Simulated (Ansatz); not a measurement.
# SrAlH3 (Pm-3m): a soft mode frozen in, part 3 of 3

Aim: this structure of SrAlH3 (Pm-3m) is to be tested for unstable modes, and one is followed downhill.

Ansatz 0.2.0; DFT PBEsol, scalar-relativistic, plane waves, PAW; PAW set soft_1.

So far. Step 5 (Energy along the mode, all amplitudes (two of the runs …): The energy still falls at the last step, so the rise lies beyond the steps tried. Step 7 (The new phase in its own primitive cell): The largest force component left is 0.11 meV/Å and the pressure is 0.001 GPa, within the tolerances set. The cell now holds 13.87 Å³/atom.

### 8. Modes of the new phase, k-mesh 10×8×8

A relaxed structure may still be a saddle point, so its zone-centre modes are computed. No field response is asked, since the mesh shows no gap.

Contents of input.yaml:

```yaml
crystal:
  lattice:
    - [3.7397215686, 0.0, 0.0]
    - [0.0, 3.37595406, 2.7471713885]
    - [0.0, -3.37595406, 2.7471713885]
  atoms:
    - { symbol: Sr, position: [0.5, 0.6506690859, 0.6506690859] }
    - { symbol: Al, position: [0.0, 0.0960922198, 0.0960922198] }
    - { symbol: H, position: [0.0, 0.397766982, 0.397766982] }
    - { symbol: H, position: [0.5, 0.2305909441, 0.9409031862] }
    - { symbol: H, position: [0.5, 0.9409031862, 0.2305909441] }
kpoints:
  mp_grid: { grid: [10, 8, 8] }
hamiltonian:
  xc: pbesol
  pseudopotentials: { kind: paw, azcp: { folder: soft_1 }, xc_functional: pbe }
scf:
  occupations: { method: methfessel_paxton, width: 0.2 }
output:
  eigenvalues: true
phonons:
  method: dfpt
```

Run with:

```
$ ansatz run input.yaml --threads 4 --pin off --max-ram 10240MiB --backend cpu --events-out ev --progress --plain --runs-dir out
```

Standard output:

```text
zone centre: on kpoints.mp_grid the ground state, and the responses unless they are solved on pairs of k-points, stand on 204 of the mesh's 640 k-points, reduced under 2 symmetry operations, with k and −k counted as one. Each operation leaves every solved displacement unchanged or reverses it
[...]
Crystal: 5 atoms, lattice volume = 69.367 Å³
Basis set: ecut = 420 eV, 1363 PW (Γ), exchange–correlation on 50×60×60 points (8 copies of the dense FFT grid, shifted against one another)
Bands: 13, of which v1, the nominal top of the filled ones, is band 8 counted from 1 (7 counted from 0)
Symmetry: 4 space group operations
k-points: 204 of 640 (irreducible under 2 space group operations, time reversal used)
[...]
SCF iter   1: F=—  HF=-4064.931515 eV  |F-HF|=—  |Δ(HF+E_count)|=         —  Δρ=4.92e-2  dr2=1.77e0  ethr=3.10e-3  ⟨swp⟩=7.6  Hψ=21084  notcnv=0
[...]
SCF iter  10: F=-4064.340528 eV  HF=-4064.340528 eV  |F-HF|=1.36e-12  |Δ(HF+E_count)|=  2.00e-11  S|Δr|=    0.00e0  Δρ=1.00e-7  dr2=3.37e-12  ethr=1.00e-12  ⟨swp⟩=10.4  Hψ=17560  notcnv=0
SCF 1 converged in 10 iterations: F = -4064.340528 eV  dr2 = 3.37e-12
[...]
DFPT response loops at Γ: preconditioner auto → Kerker (q_TF=auto, 2.137 Å⁻¹) (partly filled bands, converged f_vac=0.000); β = 1.00, the filter's whole step (`scf.mixing.beta` (0.50) is not read by the response loops under this deck's `scf.mixing.preconditioner`; to damp them name `kerker` or `kerker_dos`, under which they read `scf.mixing.beta`, and type it under 1.00, their step now; both keys bind the ground state too); Broyden in place of MSR1
SCF converged after 10 iterations
[...]
Free energy (F): -4064.340528 eV
[...]
Internal energy: -4064.341706 eV  (E = F + TS)
E sigma→0 (E₀):  -4064.340823 eV
Entropy (-TS):   0.001178 eV (0.236 meV/atom)
Fermi energy:    5.744846 eV
[...]
--- Band table (eV; the first three rows and the last of 204) ---
  k-point 0: bands = [... 4 lower, -2.8710, 2.1302, 3.3701, 5.9725, 6.9375, 8.0817, 8.6712, 10.4047, ... 1 higher]
  k-point 1: bands = [... 4 lower, -2.7424, 2.0138, 3.1309, 5.8848, 7.2406, 8.4989, 8.4993, 10.3461, ... 1 higher]
  k-point 2: bands = [... 4 lower, -2.3904, 1.5835, 2.7448, 5.9398, 7.7870, 8.1882, 9.2731, 9.9971, ... 1 higher]
  k-point 203: bands = [... 4 lower, 0.0828, 0.3698, 3.3571, 3.4388, 4.3780, 8.5175, 9.0697, 10.6806, ... 1 higher]
--- Phonons (Γ-DFPT): 12 representative perturbations + reference, on 204 of 640 k-points (Σ response iterations 36) ---
  k mesh reduced under 2 symmetry operations, with k and −k counted as one. Each operation leaves every solved displacement unchanged or reverses it
  ASR residual: 1.417e-4 → 0.000e0 eV/Å²; symmetrization residual: 3.093e-7 eV/Å²
  ASR residual per site (eV/Å²): 1.42e-4 1.24e-5 5.21e-5 1.84e-5 1.84e-5
[...]
non-analytic LO–TO correction: not included (Born effective charges unavailable; polar crystals: no LO–TO splitting at Γ)
```

Run time: 51 s. Hardware: 4 threads of Arm Neoverse V1, shared host; peak memory 0.79 GiB; 3.3 min of CPU time.

Numbers from this step:

* sum-rule residual before enforcement: 1.42e-4 eV/Å²
* point group: mm2
* highest optical mode at the zone centre (no LO-TO term): 1659 cm⁻¹
* lowest optical zone-centre mode: -385.2 cm⁻¹

Patterns of degenerate modes are one choice out of their space. The modes at Γ (shares of kinetic energy by element, %) (negative means imaginary):

```csv
mode,frequency (cm⁻¹),symmetry,Sr %,Al %,H %
1,-385.2,B1,2,24,75
2,0.0,acoustic,74,23,3
3,0.0,acoustic,74,23,3
4,0.0,acoustic,74,23,3
5,138.5,B2,24,68,7
6,231.6,A1,25,64,10
7,238.5,B2,0,8,92
8,251.0,B1,23,53,23
9,514.3,A2,0,0,100
10,604.6,B2,0,0,100
11,622.1,A1,0,10,90
12,871.8,B2,1,1,98
13,979.0,B1,1,0,99
14,1222.5,A1,0,0,100
15,1659.5,A1,0,2,98
```

Displacements in mode 1 (-385.2 cm⁻¹), the largest set to 1:
```
Sr1  0.02  0.00  0.00
Al2 -0.15  0.00  0.00
H3   0.11  0.00  0.00
H4   1.00  0.00  0.00
H5   1.00  0.00  0.00
```

Displacements in mode 9 (514.3 cm⁻¹), the largest set to 1:
```
Sr1  0.00  0.00  0.00
Al2  0.00  0.00  0.00
H3   0.00  0.00  0.00
H4   1.00  0.00  0.00
H5  -1.00  0.00  0.00
```

Before it was imposed, the acoustic sum rule was missed by 1.4e-4 eV/Å². Small misses are needed for a sound result but don't prove that mesh and cutoff are converged. The lowest optical mode is imaginary, 385.2i cm⁻¹, so the energy falls along it.

### 9. The phases reached

The phases reached along the modes that were followed are set side by side.

Energies are those of the first relaxation, on the mesh of the frozen mode; space group, volume and gap are those of the last relaxation. Phases, by row:

```csv
mode frozen in,space group,energy from parent (meV/atom),volume (Å³/atom),gap on mesh (eV),lowest zone-centre optical mode (cm⁻¹),largest shift (Å)
parent,Pm-3m,0,18.17,0,–,–
"q = (0, -0.5, -0.5), 742i cm⁻¹",Pmma,-249.1,15.26,0,-711.9,1.32
"q = (0, -0.5, -0.5), 742i cm⁻¹",Cmmm,-235.9,15.86,0,-604.2,1.217
"q = (0, -0.5, -0.5), 742i cm⁻¹",P2/m,-278.8,15.64,0,-648.5,1.313
"q = (0, 0, 0), 604i cm⁻¹",P4mm,-356,12.52,0,-287,0.855
"q = (0, 0, 0), 604i cm⁻¹",R3m,-516.4,15.64,0.523,118.9,0.7
"q = (0, 0, 0), 604i cm⁻¹",Amm2,-455.3,13.87,0,-385.2,1.019
```

### 10. Results

```yaml
unstable_mode_of_the_parent: q = (0, 0, 0), 604i cm⁻¹
depth_at_the_lowest_point_sampled: 85.4 meV/atom
largest_atomic_shift_at_that_point: 0.6 Å
space_group_reached: Amm2
energy_gained_over_the_parent_first_relaxation_on_the_mesh_of_the_frozen_mode: 455 meV/atom
volume_per_atom_phase_reached: 13.9 Å³
lowest_optical_zone_centre_mode_phase_reached: -385 cm⁻¹
highest_optical_mode_at_the_zone_centre_no_lo_to_term_phase_reached: 1659 cm⁻¹
```

What this shows: Along this mode the structure falls into Amm2, 455 meV/atom below the parent. At the parent's cell the well is 85.42 meV/atom deep on the steps tried, with its lowest point at a shift of 0.6 Å. That is the last step tried, so the steps alone don't bracket the bottom of the well. Relaxing atoms and cell changes the gain by +369.89 meV/atom against the lowest step (energies at zero smearing). Most of the total comes from this relaxation. The new phase still has an imaginary mode at the zone centre of its cell, so it is a saddle point on the way to a lower structure. Of the 6 patterns followed from this parent, this one ends 61.0 meV/atom above the lowest, R3m. Each path keeps the symmetry of its pattern, so a lower phase may lie along a pattern not tried. With no gap, or one that is small against the smearing, the frequencies hang on the k mesh and the smearing, most of all near Kohn anomalies. The volume moved by more than a tenth on the k mesh of the start, so the energy gain is rough. The PAW files were made for PBE and serve the other functionals too. A phonon run warned that its eigensolver left some bands unconverged in a pass.

[Long decimals in the printed logs are rounded to 6 places.]

[Logs are printed without paths, hosts, clocks, repeated set-up lines and the standing remarks that a program may print on its own settings, such as how far it seeks lower states.]

[Hosts, paths, dates, database ids (printed as entryN), source tags and the programs' standing remarks are cut or masked in the printed files.]

[Where the starting crystal was built by hand or by swapping elements, it need not be the compound's stable phase.]
